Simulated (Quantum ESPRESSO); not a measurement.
## BP (F-43m): phonons by linear response

How does BP (F-43m) vibrate, and is this structure a minimum?

Program: Quantum ESPRESSO 7.5. Level of theory: DFT LDA, scalar-relativistic, plane waves, PseudoDojo norm-conserving pseudopotentials. Results are calculated unless marked as measured.

**Measured values to reproduce.**

“Thermal expansion coefficients of high thermal conducting BAs and BP materials” (2019, arxiv:1906.04101) reports for BP, zinc blende, by single-crystal XRD (Mo K-alpha) (metal-flux-grown single crystal, 100 K): lattice constant a (cubic a at 100 K) 4.5383 ± 0.0008 Å.

For BP, zinc blende (synthetic BP; powder or crystal not specified, 300 K), “Boron phosphide under pressure: in situ study by Raman scattering and X-ray diffraction” (2015, arxiv:1505.05714) gives, by Raman scattering, 514.5 nm, backscattering: Raman mode (TO at Gamma (T2), ambient spectrum) 794 cm⁻¹ [very weak band; the pressure fit in the same paper quotes about 797 cm-1].

### 1. Set-up

It takes space group F-43m (No. 216, cubic). The conventional cell has a = 4.538 Å, b = 4.538 Å, c = 4.538 Å, α = 90.00°, β = 90.00°, γ = 90.00°. Nearest to B lie 4 P at 1.97 Å. Nearest to P lie 4 B at 1.97 Å. Farther neighbours are not listed.

Coordinates:

```cif
data_structure
_symmetry_space_group_name_H-M 'F-43m'
_symmetry_Int_Tables_number 216
_cell_length_a 4.5380
_cell_length_b 4.5380
_cell_length_c 4.5380
_cell_angle_alpha 90.000
_cell_angle_beta 90.000
_cell_angle_gamma 90.000
_cell_volume 93.45
loop_
_atom_site_label
_atom_site_type_symbol
_atom_site_symmetry_multiplicity
_atom_site_Wyckoff_symbol
_atom_site_fract_x
_atom_site_fract_y
_atom_site_fract_z
_atom_site_occupancy
B1 B 4 a 0.00000 0.00000 0.00000 1
P1 P 4 d 0.25000 0.25000 0.75000 1
```

### 2. A probe with smearing

A cheap run with smearing and empty bands tells whether the crystal has a gap, which decides between fixed occupations and smearing later on.

Contents of probe.in:

```
&CONTROL
  calculation = 'scf'
  prefix      = 'x'
  outdir      = './tmp'
  pseudo_dir  = './pseudo'
  tprnfor     = .true.
  tstress     = .true.
  verbosity   = 'high'
/
&SYSTEM
  ibrav       = 2
  celldm(1)   = 8.57557715
  nat         = 2
  ntyp        = 2
  ecutwfc     = 76.0
  occupations = 'smearing'
  smearing    = 'gaussian'
  degauss     = 0.01
/
&ELECTRONS
  conv_thr         = 1.0d-07
  mixing_beta      = 0.7
  electron_maxstep = 100
/
ATOMIC_SPECIES
 B      10.8100  B.upf
 P      30.9738  P.upf
ATOMIC_POSITIONS crystal
 B      0.000000000   0.000000000   0.000000000
 P      0.250000000   0.250000000   0.250000000
K_POINTS automatic
 6 6 6 0 0 0
```

Run with:

```sh
$ OMP_NUM_THREADS=1 mpirun -n 4 pw.x -nk 4 -in probe.in > probe.out
```

The log of the run:

```text
[banners, grids, parts of the stress and lines that vanish by symmetry left out]
Program PWSCF v.7.5
     bravais-lattice index     =            2
     lattice parameter (alat)  =       8.5756  a.u.
[...]
kinetic-energy cutoff     =      76.0000  Ry
     charge density cutoff     =     304.0000  Ry
     scf convergence threshold =      1.0E-07
[...]
Exchange-correlation= SLA  PW   NOGX NOGC
                           (   1   4   0   0   0   0   0)
[...]
24 Sym. Ops. (no inversion) found
[...]
(     0          1          0      )
                  (     0          0          1      )
[...]
(  0.0000000  1.0000000  0.0000000 )
                  (  0.0000000  0.0000000  1.0000000 )
[...]
(     1          0         -1      )
                  (     0          0         -1      )
[...]
(  0.0000000  1.0000000  0.0000000 )
[...]
(    -1          0          1      )
                  (    -1          0          0      )
[...]
(  0.0000000  0.0000000  1.0000000 )
                  (  0.0000000 -1.0000000  0.0000000 )
[...]
number of k points=    16  Gaussian smearing, width (Ry)=  0.0100
[...]
End of self-consistent calculation
[...]
the Fermi energy is     9.6465 ev
!    total energy              =     -19.88979683 Ry
[...]
convergence has been achieved in   6 iterations
[...]
atom    1 type  1   force =     0.00000000    0.00000000    0.00000000
     atom    2 type  2   force =     0.00000000   -0.00000000    0.00000000
[...]
Total force =     0.000000     Total SCF correction =     0.000000
[...]
total   stress  (Ry/bohr**3)                   (kbar)     P=      -54.66
[...]
XML data file, charge density, pseudopotentials, collected wavefunctions

   JOB DONE.
```

Elapsed: 1.7 s, on 4 MPI ranks of Arm Neoverse V2, shared host.

Read from the output:

```yaml
volume_per_atom: 11.68 Å³
pressure: -5.466 GPa
gap_on_the_k_mesh: 1.315 eV
```

A gap of 1.3 eV opens on this mesh, so the crystal is taken as an insulator; the start stands at -5.5 GPa.

### 3. Relaxation

The relaxation runs at a cutoff a fifth above that of the response, since stress converges more slowly with the basis than frequencies do. Forces and stress are brought to rest with tight thresholds.

Contents of relax.in:

```
&CONTROL
  calculation   = 'vc-relax'
  prefix        = 'x'
  outdir        = './tmp'
  pseudo_dir    = './pseudo'
  tprnfor       = .true.
  tstress       = .true.
  forc_conv_thr = 2.0d-05
  etot_conv_thr = 1.0d-07
  nstep         = 40
/
&SYSTEM
  ibrav       = 2
  celldm(1)   = 8.57557715
  nat         = 2
  ntyp        = 2
  ecutwfc     = 91
  occupations = 'fixed'
  nbnd        = 6
/
&ELECTRONS
  conv_thr         = 1.0d-11
  mixing_beta      = 0.7
  electron_maxstep = 100
/
&IONS
/
&CELL
  press_conv_thr = 0.2
/
ATOMIC_SPECIES
 B      10.8100  B.upf
 P      30.9738  P.upf
ATOMIC_POSITIONS crystal
 B      0.000000000   0.000000000   0.000000000
 P      0.250000000   0.250000000   0.250000000
K_POINTS automatic
 10 10 10 0 0 0
```

Run with:

```sh
$ OMP_NUM_THREADS=1 mpirun -n 4 pw.x -nk 4 -in relax.in > relax.out
```

The log of the run:

```text
[banners, grids, parts of the stress and lines that vanish by symmetry left out]
[banner, memory and clock lines left out]
Program PWSCF v.7.5

[...]
kinetic-energy cutoff     =      91.0000  Ry
     charge density cutoff     =     364.0000  Ry
     scf convergence threshold =      1.0E-11
[...]
energy convergence thresh.=      1.0E-07
     force convergence thresh. =      2.0E-05
     press convergence thresh. =      2.0E-01
     Exchange-correlation= SLA  PW   NOGX NOGC
                           (   1   4   0   0   0   0   0)
[...]
24 Sym. Ops. (no inversion) found
[...]
number of k points=    47
[...]
End of self-consistent calculation
[...]
highest occupied, lowest unoccupied level (ev):     9.0221   10.2231
!    total energy              =     -19.89111650 Ry
[...]
convergence has been achieved in   8 iterations
[...]
atom    1 type  1   force =     0.00000000    0.00000000    0.00000000
     atom    2 type  2   force =    -0.00000000    0.00000000    0.00000000
     Total force =     0.000000     Total SCF correction =     0.000000
[...]
total   stress  (Ry/bohr**3)                   (kbar)     P=      -55.52
[...]
number of bfgs steps    =   0
[...]
CELL_PARAMETERS (alat=  8.57557715)
[...]
ATOMIC_POSITIONS (crystal)
B               -0.0000000000        0.0000000000       -0.0000000000
P                0.2500000000        0.2500000000        0.2500000000
[...]
New effective cutoffs (rho, wfc):  369.84   92.72
[...]
End of self-consistent calculation
[...]
highest occupied, lowest unoccupied level (ev):     9.4090   10.5783
!    total energy              =     -19.89210706 Ry
[...]
convergence has been achieved in   7 iterations
[...]
atom    1 type  1   force =     0.00000000   -0.00000000    0.00000000
     atom    2 type  2   force =    -0.00000000   -0.00000000   -0.00000000
     Total force =     0.000000     Total SCF correction =     0.000000
[...]
total   stress  (Ry/bohr**3)                   (kbar)     P=       -9.36
[...]
number of bfgs steps    =   1
[...]
CELL_PARAMETERS (alat=  8.57557715)
[...]
ATOMIC_POSITIONS (crystal)
B                0.0000000000        0.0000000000       -0.0000000000
P                0.2500000000        0.2500000000        0.2500000000
[...]
New effective cutoffs (rho, wfc):  371.24   93.07
[...]
End of self-consistent calculation
[...]
highest occupied, lowest unoccupied level (ev):     9.4870   10.6499
!    total energy              =     -19.89213340 Ry
[...]
convergence has been achieved in   9 iterations
[...]
atom    1 type  1   force =    -0.00000000   -0.00000000    0.00000000
     atom    2 type  2   force =    -0.00000000   -0.00000000    0.00000000
     Total force =     0.000000     Total SCF correction =     0.000000
[...]
total   stress  (Ry/bohr**3)                   (kbar)     P=        0.45
[...]
number of bfgs steps    =   2
[...]
CELL_PARAMETERS (alat=  8.57557715)
[...]
ATOMIC_POSITIONS (crystal)
B                0.0000000000        0.0000000000       -0.0000000000
P                0.2500000000        0.2500000000        0.2500000000
[...]
New effective cutoffs (rho, wfc):  371.17   93.06
[...]
End of self-consistent calculation
[...]
highest occupied, lowest unoccupied level (ev):     9.4834   10.6466
!    total energy              =     -19.89213346 Ry
[...]
convergence has been achieved in   6 iterations
[...]
atom    1 type  1   force =    -0.00000000    0.00000000   -0.00000000
     atom    2 type  2   force =     0.00000000    0.00000000    0.00000000
     Total force =     0.000000     Total SCF correction =     0.000000
[...]
total   stress  (Ry/bohr**3)                   (kbar)     P=       -0.00
[...]
bfgs converged in   4 scf cycles and   3 bfgs steps
[...]
End of BFGS Geometry Optimization
     Final enthalpy           =     -19.8921334575 Ry
     File ./tmp/x.bfgs deleted, as requested
[...]
CELL_PARAMETERS (alat=  8.57557715)
[...]
ATOMIC_POSITIONS (crystal)
B                0.0000000000        0.0000000000       -0.0000000000
P                0.2500000000        0.2500000000        0.2500000000
[...]
Final scf calculation at the relaxed structure.
[...]
kinetic-energy cutoff     =      91.0000  Ry
     charge density cutoff     =     364.0000  Ry
     scf convergence threshold =      1.0E-13
[...]
press convergence thresh. =      2.0E-01
     Exchange-correlation= SLA  PW   NOGX NOGC
                           (   1   4   0   0   0   0   0)
[...]
24 Sym. Ops. (no inversion) found
[...]
number of k points=    47
[...]
c_bands:  1 eigenvalues not converged
     c_bands:  1 eigenvalues not converged
     c_bands:  1 eigenvalues not converged
     c_bands:  1 eigenvalues not converged
     c_bands:  1 eigenvalues not converged
     c_bands:  1 eigenvalues not converged
     c_bands:  1 eigenvalues not converged
[...]
End of self-consistent calculation
[...]
highest occupied, lowest unoccupied level (ev):     9.4834   10.6466
!    total energy              =     -19.89213128 Ry
[...]
convergence has been achieved in  10 iterations
[...]
atom    1 type  1   force =     0.00000000    0.00000000    0.00000000
     atom    2 type  2   force =    -0.00000000   -0.00000000    0.00000000
     Total force =     0.000000     Total SCF correction =     0.000000
[...]
total   stress  (Ry/bohr**3)                   (kbar)     P=       -0.01
[...]
XML data file, charge density, pseudopotentials, collected wavefunctions
```

The job ended after 16 s (4 MPI ranks; 64 s of CPU time).

Step by step:

```csv
step,energy less that of the first step (eV),largest force (eV/Å),pressure (GPa),volume (Å³)
1,0.0000,0.0000,-5.55,23.36
2,-0.0135,0.0000,-0.94,22.71
3,-0.0138,0.0000,0.04,22.58
4,-0.0138,0.0000,0.00,22.59
5,-0.0138,0.0000,0.00,22.59
```

```csv
"conventional cell, symmetrised",before,after,change
a (Å),4.538,4.487,-1.1 %
b (Å),4.538,4.487,-1.1 %
c (Å),4.538,4.487,-1.1 %
volume (Å³/atom),11.68,11.29,-3.3 %
```

The relaxed structure:

```xyz
2
Lattice="-2.2435 0.0000 2.2435 0.0000 2.2435 2.2435 -2.2435 2.2435 0.0000" Properties=species:S:1:pos:R:3 pbc="T T T"
B     0.0000    0.0000    0.0000
P    -1.1218    1.1218    1.1218
```

The last row of the table of steps is pw.x's closing run on a basis chosen anew for the final cell, so its energy can jump.

Numbers from this step:

| Item | Value |
| --- | --- |
| volume per atom | 11.29 Å³ |
| pressure | -0.001 GPa |
| gap on the k-mesh | 1.163 eV |

The volume changes by -3.3 % from the cell with which this run began.

### 4. Ground state

Perturbation theory inherits every error of the wavefunctions, so the threshold is set near the limit of the arithmetic. With a gap, occupations are fixed, which also allows the response to an electric field.

Contents of scf.in:

```
&CONTROL
  calculation = 'scf'
  prefix      = 'x'
  outdir      = './tmp'
  pseudo_dir  = './pseudo'
  tprnfor     = .true.
  tstress     = .true.
/
&SYSTEM
  ibrav       = 2
  celldm(1)   = 8.47937681
  nat         = 2
  ntyp        = 2
  ecutwfc     = 76.0
  occupations = 'fixed'
  nbnd        = 6
/
&ELECTRONS
  conv_thr         = 1.0d-12
  mixing_beta      = 0.7
  electron_maxstep = 100
/
ATOMIC_SPECIES
 B      10.8100  B.upf
 P      30.9738  P.upf
ATOMIC_POSITIONS crystal
 B      0.000000000   0.000000000   0.000000000
 P      0.250000000   0.250000000   0.250000000
K_POINTS automatic
 12 12 12 0 0 0
```

Run with:

```sh
$ OMP_NUM_THREADS=1 mpirun -n 4 pw.x -nk 4 -in scf.in > scf.out
```

The log of the run:

```text
[banners, grids, parts of the stress and lines that vanish by symmetry left out]
[banner, memory and clock lines left out]
Program PWSCF v.7.5

[...]
kinetic-energy cutoff     =      76.0000  Ry
     charge density cutoff     =     304.0000  Ry
     scf convergence threshold =      1.0E-12
[...]
Exchange-correlation= SLA  PW   NOGX NOGC
                           (   1   4   0   0   0   0   0)
[...]
24 Sym. Ops. (no inversion) found
[...]
number of k points=    72
[...]
c_bands:  1 eigenvalues not converged
[...]
End of self-consistent calculation
[...]
highest occupied, lowest unoccupied level (ev):     9.4834   10.6406
!    total energy              =     -19.89209623 Ry
[...]
convergence has been achieved in  10 iterations
[...]
atom    1 type  1   force =     0.00000000    0.00000000   -0.00000000
     atom    2 type  2   force =    -0.00000000   -0.00000000    0.00000000
     Total force =     0.000000     Total SCF correction =     0.000000
[...]
total   stress  (Ry/bohr**3)                   (kbar)     P=       -0.46
[...]
XML data file, charge density, pseudopotentials, collected wavefunctions
```

The job ended after 5.2 s (4 MPI ranks; 20 s of CPU time).

Numbers from this step:

| Property | Result |
| --- | --- |
| pressure | -0.04600 GPa |
| gap on the k-mesh | 1.157 eV |

The cell stands at -0.046 GPa, close enough for phonons.

(Continued in part 2 of 3.)

[Host names and launcher messages were left out of these logs when they were recorded.]

[Logs are printed without paths, hosts, clocks, repeated set-up lines and the standing remarks that a program may print on its own settings, such as how far it seeks lower states.]

[Hosts, paths, dates, database ids (printed as entryN), source tags and the programs' standing remarks are cut or masked in the printed files.]
